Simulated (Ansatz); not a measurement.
# Optical response of CaO (Lime), part 2 of 2

Aim: the dielectric function of CaO (Lime), and the optical constants that follow from it.

Ansatz 0.2.0; DFT, PBE, plane-wave PAW, default files, scalar-relativistic, independent-particle optical response without local fields.

So far. Step 2 (Ground state and bands): There is a gap, 3.66 eV on the path, so no carriers' term is needed. The cell is left with a pressure of 1.2 GPa, as it stands unrelaxed at this level.

### Step 3. Spectrum (continued)

From ε follow the optical constants at some laser lines:

```tsv
wavelength (nm)	n	k	R (%)	1/α
1550	1.99	0.000	10.9	over 1 mm
1064	2.00	0.000	11.1	over 1 mm
450	2.09	0.000	12.5	over 1 mm
405	2.13	0.000	13.0	over 1 mm
365	2.18	0.000	13.8	over 1 mm
308	2.43	0.067	17.4	366 nm
193	2.19	0.764	18.6	20 nm
```

Rows near the edge hang on the gap, which this functional as a rule makes too small, and phonon-assisted absorption over an indirect gap is left out.

A film 1 µm thick would pass 79 % of daylight and look colourless in transmission (x = 0.314, y = 0.331).

The first strong peak, at 8.42 eV, fits the highest filled and the second-lowest empty band, which run nearly parallel at that distance over 57 % of L–U; the match rests on energies alone.

The f-sum over the summed bands holds 10.6 of the cell's 16 electrons outside the frozen cores, 10 of which lie in bands more than 12 eV below the Fermi level, whose transitions come at higher energies. Up to 22 eV the strength has a mean oscillator energy of 9.4 eV, and these transitions give 85 % of ε∞ − 1 along x; the rest comes from higher ones.

### Step 4. Static response with local fields

A static field by perturbation theory: the induced potential is included, and the Born charges come with it.

This step: DFT, PBE, plane-wave PAW, default files, scalar-relativistic, static field response by perturbation theory with local fields (Ansatz 0.2.0).

input.yaml reads:

```yaml
crystal:
  lattice:
    - [0.0, 2.4065, 2.4065]
    - [2.4065, 0.0, 2.4065]
    - [2.4065, 2.4065, 0.0]
  atoms:
    - { symbol: Ca, position: [0.0, 0.0, 0.0] }
    - { symbol: O, position: [0.5, 0.5, 0.5] }
kpoints:
  mp_grid: { grid: [8, 8, 8] }
scf:
  occupations: { method: fixed }
hamiltonian:
  xc: pbe
  pseudopotentials: { kind: paw }
dielectric: {}
```

The run is started by

```console
> ansatz run input.yaml --threads 4 --pin off --max-ram 8192MiB --backend cpu --events-out ev --progress --plain --runs-dir out
```

Log:

```text
[...]
Crystal: 2 atoms, lattice volume = 27.873 Å³
Basis set: ecut = 420 eV, 537 PW (Γ), exchange–correlation on 48×48×48 points (8 copies of the dense FFT grid, shifted against one another)
Bands: 12, of which v1, the nominal top of the filled ones, is band 8 counted from 1 (7 counted from 0)
Symmetry: 48 space group operations
k-points: 59 of 512 (irreducible under 8 space group operations, time reversal used)
[...]
SCF iter   1: F=—  HF=-2387.721820 eV  |F-HF|=—  |Δ(HF+E_count)|=         —  Δρ=1.01e-3  dr2=2.18e-4  ethr=1.77e-3  ⟨swp⟩=4.8  Hψ=4204  notcnv=0  defer=12
[...]
SCF iter  10: F=-2387.721761 eV  HF=-2387.721761 eV  |F-HF|=0.00e0  |Δ(HF+E_count)|=  1.16e-10  Δρ=2.39e-8  dr2=1.16e-13  ethr=1.00e-12  ⟨swp⟩=2.7  Hψ=1374  notcnv=0
SCF 1 converged in 10 iterations: F = -2387.721761 eV  dr2 = 1.16e-13
[...]
DFPT response loops at Γ: preconditioner auto → none (the input reference at scf.mixing.eps_inf says where Resta's filter doesn't serve); β = 0.50; Broyden in place of MSR1
── the response to a field inside a basis, on 8×8×8 k-points: an SCF that follows is theirs, and a resumed run solves both again ──
Bands: 9, of which v1, the nominal top of the filled ones, is band 8 counted from 1 (7 counted from 0)
k-points: 60 of 512 (irreducible under 12 space group operations)
[...]
Eigensolver: Dense (60 Hₖ)
SCF iter   1: F=—  HF=-2387.723157 eV  |F-HF|=—  |Δ(HF+E_count)|=         —  Δρ=5.00e-4  dr2=1.09e-5  ethr=1.00e-1
[...]
SCF iter   4: F=-2387.723167 eV  HF=-2387.723167 eV  |F-HF|=1.72e-8  |Δ(HF+E_count)|=   5.16e-8  Δρ=1.47e-5  dr2=1.71e-8  ethr=2.30e-8
SCF 1 converged in 4 iterations: F = -2387.723167 eV  dr2 = 1.71e-8
[...]
SCF converged after 10 iterations
Free energy (F): -2387.721761 eV
[...]
Internal energy: -2387.721761 eV  (E = F + TS)
E sigma→0 (E₀):  -2387.721761 eV
Fermi energy:    7.648890 eV
[...]
--- Band table (eV; the first three rows and the last of 59) ---
  k-point 0: bands = [... 4 lower, -7.8595, 7.6489, 7.6489, 7.6489, 12.3462, 13.8763, 13.8763, 13.8763]
  k-point 1: bands = [... 4 lower, -7.6446, 7.1188, 7.4422, 7.4422, 13.0277, 13.8350, 14.1376, 14.1376]
  k-point 2: bands = [... 4 lower, -7.2060, 6.1278, 6.9986, 6.9986, 13.8988, 14.4838, 14.8233, 14.8233]
  k-point 58: bands = [... 4 lower, -7.2473, 6.3783, 6.5945, 6.5945, 13.9581, 13.9581, 16.0110, 17.1625]
--- Dielectric response (ions clamped): 3 representative field directions + reference, inside a basis on a mesh of 512 k-points (Σ response iterations 15) ---
  ε∞ (high-frequency dielectric tensor):
        3.790478     0.000000     0.000000
        0.000000     3.790478    -0.000000
        0.000000    -0.000000     3.790478
  Born effective charges Z* (e; rows j = field, columns β = displacement):
    site 0:
         2.35475   -0.00000   -0.00000
        -0.00000    2.35475    0.00000
        -0.00000   -0.00000    2.35475
    site 1:
        -2.35475    0.00000    0.00000
         0.00000   -2.35475   -0.00000
         0.00000    0.00000   -2.35475
  Z* charge neutrality: 1.099e-3 e pre-enforcement
  solved inside a basis spanned on kpoints, on 8×8×8 k-points, its susceptibility summed on 12×12×12: ε∞ is read to err by 9.2e-3, Z* by 1.1e-2 e (field_mesh: kpoints solves on kpoints); Z* is corrected for what the basis lacks
```

Run time: 6.4 s. Hardware: 4 threads of Intel Xeon Platinum 8488C (Sapphire Rapids), shared host; peak memory 0.45 GiB.

Read from the output:

| Quantity | Value |
| --- | --- |
| electronic dielectric constant ε∞, mean of the axes | 3.791 |

ε∞ with local fields:

```
3.79 0.00 0.00
0.00 3.79 0.00
0.00 0.00 3.79
```

Diagonal elements. Born, by row:

```tsv
atom	Z*xx (e)	Z*yy (e)	Z*zz (e)
Ca1	2.355	2.355	2.355
O2	-2.355	-2.355	-2.355
```

Mean Born charges are Ca +2.35 and O -2.35, against formal valences of +2 and -2. The largest lies a little above its ionic value.

### Step 5. What came out

```yaml
gap_on_the_path: 3.66 eV
least_direct_gap_on_the_path: 4.03 eV
electronic_dielectric_constant_eps_infinity_mean_of_the_axes_independent_particles: 3.92
absorption_onset_first_axis_alpha_over_1e4_cm_minus1_or_the_direct_gap_if_that_lies_higher: 4.03 eV
main_peak_of_im_epsilon_first_axis: 9.51 eV
centre_of_weight_of_the_strongest_loss_peak_in_the_window_first_axis: 12.1 eV
electronic_dielectric_constant_eps_infinity_mean_of_the_axes_static_response_with_local_fields: 3.79
```

What this shows: At this level (PBE, independent particles) CaO has ε∞ = 3.92 (3.79 with local fields) and n = 1.99 at 1550 nm; absorption sets in near 4.0 eV, and Im ε peaks at 9.5 eV. The gap is indirect (3.66 eV), so absorption without phonons can begin only at the direct gap of 4.03 eV. Lines 0.15 eV wide carry a tail of absorption under the direct gap, past the threshold already at 3.94 eV. Absorption is strong from the direct gap on, 4.03 eV, in the ultraviolet, so the visible is passed. The strongest loss structure up to 22 eV has its centre of weight at 12.1 eV; a free-electron gas of the 10.6 electrons in the f-sum would put its plasmon at 22.9 eV. The first strong peak, at 8.42 eV, fits the highest filled and the second-lowest empty band, which run nearly parallel at that distance over 57 % of L–U; the match rests on energies alone. A film 1 µm thick would pass 79 % of daylight and look colourless in transmission (x = 0.314, y = 0.331). With local fields and the functional's kernel the static response is 3.79 against 3.92 for independent particles (-3 %). In the base spectrum excitons and phonon-assisted transitions are missing, and so are local fields; PBE gaps are as a rule too small, which pulls the onset down and ε∞ up. In the base run ε includes the program's bounded estimate of what the bands above those summed add.

[Long decimals in the printed logs are rounded to 6 places.]

[Logs are printed without paths, hosts, clocks, repeated set-up lines and the standing remarks that a program may print on its own settings, such as how far it seeks lower states.]

[Hosts, paths, dates, database ids (printed as entryN), source tags and the programs' standing remarks are cut or masked in the printed files.]

[Where the starting crystal was built by hand or by swapping elements, it need not be the compound's stable phase.]

[The count of steps not shown may lack steps that the program refused or didn't finish.]
